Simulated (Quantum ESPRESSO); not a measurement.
**CoSn: which magnetic order is lowest**

Does CoSn prefer parallel or opposed moments, or none?

Program: Quantum ESPRESSO 7.5. Level of theory: LDA; plane waves with GBRV 1.5 LDA potentials, no spin-orbit coupling. Results are calculated unless marked as measured.

Most raw output is cut from this account.

## 1. Starting point

The structure is hexagonal, space group P6/mmm (No. 191). The conventional cell has a = 5.246 Å, b = 5.246 Å, c = 4.188 Å, α = 90.00°, β = 90.00°, γ = 120.00°. Co has 6 Sn at 2.58 to 2.62 Å and 4 Co at 2.62 Å nearest. Nearest to Sn lie 6 Co at 2.58 Å. Nearest to Sn lie 6 Co at 2.62 Å. Farther neighbours are not listed.

As a file:

```cif
data_structure
_symmetry_space_group_name_H-M 'P 1'
_symmetry_Int_Tables_number 1
_cell_length_a 5.2460
_cell_length_b 5.2460
_cell_length_c 4.1876
_cell_angle_alpha 90.000
_cell_angle_beta 90.000
_cell_angle_gamma 120.000
_cell_volume 99.81
loop_
_atom_site_label
_atom_site_type_symbol
_atom_site_fract_x
_atom_site_fract_y
_atom_site_fract_z
_atom_site_occupancy
Co1 Co 0.00000 0.50000 0.00000 1
Co2 Co 0.50000 0.50000 0.00000 1
Co3 Co 0.50000 0.00000 0.00000 1
Sn4 Sn 0.66667 0.33333 0.50000 1
Sn5 Sn 0.33333 0.66667 0.50000 1
Sn6 Sn 0.00000 0.00000 0.00000 1
```

The cell comes from Materials Project 2023-11-01, a database of computed structures, and need not be the stable phase.

## 2. Start 1: ferro +++

The signs are those of the starting moments on the seeded atoms, the atoms that are given a moment.

File pw.in:

```
&CONTROL
  calculation = 'scf'
  prefix = 'pwscf'
  outdir = './tmp'
  pseudo_dir = './pseudo'
  disk_io = 'nowf'
/
&SYSTEM
  ibrav = 0
  nat = 6
  ntyp = 2
  ecutwfc = 40
  ecutrho = 280
  nbnd = 62
  occupations = 'smearing'
  smearing = 'fd'
  degauss = 0.00734986
  nspin = 2
  starting_magnetization(1) = 0.1176
  starting_magnetization(2) = 0
/
&ELECTRONS
  conv_thr = 1.2d-08
  electron_maxstep = 150
  mixing_beta = 0.3
/
ATOMIC_SPECIES
Co     58.9332 co_lda_v1.2.uspp.F.UPF
Sn    118.7100 sn_lda_v1.4.uspp.F.UPF
CELL_PARAMETERS angstrom
   5.2460399276    0.0000000000    0.0000000000
  -2.6230199638    4.5432038466    0.0000000000
   0.0000000000    0.0000000000    4.1875903000
ATOMIC_POSITIONS crystal
Co      0.0000000000    0.5000000000    0.0000000000
Co      0.5000000000    0.5000000000    0.0000000000
Co      0.5000000000    0.0000000000    0.0000000000
Sn      0.6666666700    0.3333333300    0.5000000000
Sn      0.3333333300    0.6666666700    0.5000000000
Sn      0.0000000000    0.0000000000    0.0000000000
K_POINTS automatic
6 6 6 0 0 0
```

On the command line:

```
$ OMP_NUM_THREADS=1 mpirun -n 4 pw.x -nk 4 -in pw.in > pw.out
```

The job ended after 43 s (4 MPI ranks of AMD EPYC 9R14 (Zen 4), shared host; peak memory 0.57 GiB).

Spin moment in the atom's sphere by atom:

```tsv
atom	spin moment in the atom's sphere (μB)
Co1	-0.0002
Co2	-0.0002
Co3	-0.0002
Sn4	0.0000
Sn5	0.0000
Sn6	0.0000
```

Read from the output:

- smearing term TS: 0.1591 eV
- magnetization: 0 μB
- absolute magnetization: 0 μB
- final state: non-magnetic

Valence density in the ab plane at fractional z = 0.000, with atoms of Co and Sn within 0.2 Å of it. It is the smooth field of the valence electrons, not physical close to the nuclei.

Ten steps, logarithmic in the rise over the least value, from '0' (0 e/Å³) to '9' (39 e/Å³), each cell a mean:
```
64101588510156
31001454100145
10000110000111
00000000000000
23100012320001
76300157630015
97200489720048
84101588510158
41001454100145
00000110000011
01000000000000
33200012310001
66310147630014
66300489720136
```
Columns run along a (5.2 Å), rows up along b (5.2 Å). Atoms in or near the plane, at fractional coordinates: Co at (0.00, 0.50), Co at (0.50, 0.50), Co at (0.50, 0.00), Sn at (0.00, 0.00).

## 3. Run 2, typed as ferri ++−

File pw.in:

```
&CONTROL
  calculation = 'scf'
  prefix = 'pwscf'
  outdir = './tmp'
  pseudo_dir = './pseudo'
  disk_io = 'nowf'
/
&SYSTEM
  ibrav = 0
  nat = 6
  ntyp = 3
  ecutwfc = 40
  ecutrho = 280
  nbnd = 60
  occupations = 'smearing'
  smearing = 'fd'
  degauss = 0.00734986
  nspin = 2
  starting_magnetization(1) = 0.1176
  starting_magnetization(2) = -0.1176
  starting_magnetization(3) = 0
/
&ELECTRONS
  conv_thr = 1.2d-08
  electron_maxstep = 150
  mixing_beta = 0.3
/
ATOMIC_SPECIES
Co1    58.9332 co_lda_v1.2.uspp.F.UPF
Co2    58.9332 co_lda_v1.2.uspp.F.UPF
Sn    118.7100 sn_lda_v1.4.uspp.F.UPF
CELL_PARAMETERS angstrom
   5.2460399276    0.0000000000    0.0000000000
  -2.6230199638    4.5432038466    0.0000000000
   0.0000000000    0.0000000000    4.1875903000
ATOMIC_POSITIONS crystal
Co1     0.0000000000    0.5000000000    0.0000000000
Co1     0.5000000000    0.5000000000    0.0000000000
Co2     0.5000000000    0.0000000000    0.0000000000
Sn      0.6666666700    0.3333333300    0.5000000000
Sn      0.3333333300    0.6666666700    0.5000000000
Sn      0.0000000000    0.0000000000    0.0000000000
K_POINTS automatic
6 6 6 0 0 0
```

It took 88 s on 4 MPI ranks; peak memory 0.8 GiB; 5.8 min of CPU time.

Spin moment in the atom's sphere by atom:

```tsv
atom	spin moment in the atom's sphere (μB)
Co1	0.0002
Co2	0.0002
Co3	-0.0002
Sn4	0.0000
Sn5	0.0000
Sn6	0.0000
```

Read from the output:

```
smearing term TS       : 0.1591 eV
magnetization          : 0 μB
absolute magnetization : 0 μB
final state            : non-magnetic
```

Valence density in the ab plane at fractional z = 0.000, with atoms of Co and Sn within 0.2 Å of it. It is the smooth field of the valence electrons, not physical close to the nuclei.

Ten steps, logarithmic in the rise over the least value, from '_' (0 e/Å³) to '@' (39 e/Å³), each cell a mean:
```
**==..__..++%%%%++..__..++**
--..____..==++==..____..==++
..________....________......
____________________________
::--..______..::--::______..
##**--____..++##**--____..++
@@##::____==%%@@##::____==%%
%%==..__..++%%%%++..__..++%%
==..____..==++==..____..==++
__________....__________....
__..________________________
----::______..::--..______..
****--..__..==##**--____..==
****--____==%%@@##::__..--**
```
Columns run along a (5.2 Å), rows up along b (5.2 Å). Atoms in or near the plane, at fractional coordinates: Co at (0.00, 0.50), Co at (0.50, 0.50), Co at (0.50, 0.00), Sn at (0.00, 0.00).

## 4. Run 3 (no spin polarisation)

File pw.in:

```
&CONTROL
  calculation = 'scf'
  prefix = 'pwscf'
  outdir = './tmp'
  pseudo_dir = './pseudo'
  disk_io = 'nowf'
/
&SYSTEM
  ibrav = 0
  nat = 6
  ntyp = 2
  ecutwfc = 40
  ecutrho = 280
  nbnd = 59
  occupations = 'smearing'
  smearing = 'fd'
  degauss = 0.00734986
/
&ELECTRONS
  conv_thr = 1.2d-08
  electron_maxstep = 150
  mixing_beta = 0.3
/
ATOMIC_SPECIES
Co     58.9332 co_lda_v1.2.uspp.F.UPF
Sn    118.7100 sn_lda_v1.4.uspp.F.UPF
CELL_PARAMETERS angstrom
   5.2460399276    0.0000000000    0.0000000000
  -2.6230199638    4.5432038466    0.0000000000
   0.0000000000    0.0000000000    4.1875903000
ATOMIC_POSITIONS crystal
Co      0.0000000000    0.5000000000    0.0000000000
Co      0.5000000000    0.5000000000    0.0000000000
Co      0.5000000000    0.0000000000    0.0000000000
Sn      0.6666666700    0.3333333300    0.5000000000
Sn      0.3333333300    0.6666666700    0.5000000000
Sn      0.0000000000    0.0000000000    0.0000000000
K_POINTS automatic
6 6 6 0 0 0
```

Run time: 21 s. Hardware: 4 MPI ranks; peak memory 0.44 GiB.

This step gave:

| Property | Result |
| --- | --- |
| smearing term TS | 0.1591 eV |
| final state | non-magnetic (no spin polarisation) |

## 5. The states side by side

An order is kept where moments of 0.15 μB or more survive with the typed signs; meshes match where a doubled cell samples the same k points as the first cell.

Orders:

```tsv
start	final state	typed order kept	energy over the lowest (meV a seeded atom)	largest site moment (μB)	net moment (μB a cell of the first run)	mesh matched	CPU time (s)
ferro +++	non-magnetic	no	0	0	0	yes	171.4
ferri ++-	non-magnetic	no	0	0	0	yes	349.2
no spin polarisation	non-magnetic	-	0	0	0	yes	83.6
```

## 6. Summary of results

```
lowest state found  : non-magnetic (from ferro +++, ferri ++- and no spin polarisation)
largest site moment : 0 μB
```

The lowest state carries no moment, and no start kept one. Only these 3 starts were compared; other wavevectors, canted and longer-period orders were not. Energies are free energies at an electronic temperature of 1160 K, which lowers moments and differences where the moments are itinerant.

[Logs and program files are shortened in this print: banners, set-up blocks, solver, clock and traceback lines can be left out without a mark of their own.]

[Logs are printed without paths, hosts, clocks, repeated set-up lines and the standing remarks that a program may print on its own settings, such as how far it seeks lower states.]

[Hosts, paths, dates, database ids (printed as entryN), source tags and the programs' standing remarks are cut or masked in the printed files.]

[Where a cell is said to come from a database of computed structures, the database is the Materials Project.]
